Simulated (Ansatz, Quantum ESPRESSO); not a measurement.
# Al(110): the work function at a withheld member of a series

Method. Quantum ESPRESSO 7.5, PBE, GBRV ultrasoft. Symmetric 1×1 slabs with 16 Å of vacuum in the starting cell; the two outer layers of each face relax in a periodic cell and the inner ones are held; a run under open boundaries (ESM, bc1) then gives the work function. Cold smearing of 0.02 Ry, one mesh for all thicknesses. The slabs take the lattice constants of the bulk relaxed by the same program. The series steps the number of layers.

```tsv
number of layers	work function (eV)
4 layers	4.153
5 layers	4.026
6 layers	3.943
7 layers	3.991
8 layers	4.164
10 layers	4.047
12 layers	3.999
```

To predict: What is the work function at 14 layers?

By hand: The rows at 10 layers and 12 layers give a slope of (3.999 − (4.047))/(12 − (10)) = −0.024, so a straight line gives 3.951 eV. A parabola through these and the row at 8 layers gives 4.020 eV.

What the calculation gave: 4.043 eV. The line misses by −0.092 and the parabola by −0.023 eV. The parabola does better, partly by luck: the series turns more than once.

**Limits.** Unreconstructed faces. One mesh, so part of the swing with thickness is sampling.

[Logs are printed without paths, hosts, clocks, repeated set-up lines and the standing remarks that a program may print on its own settings, such as how far it seeks lower states.]
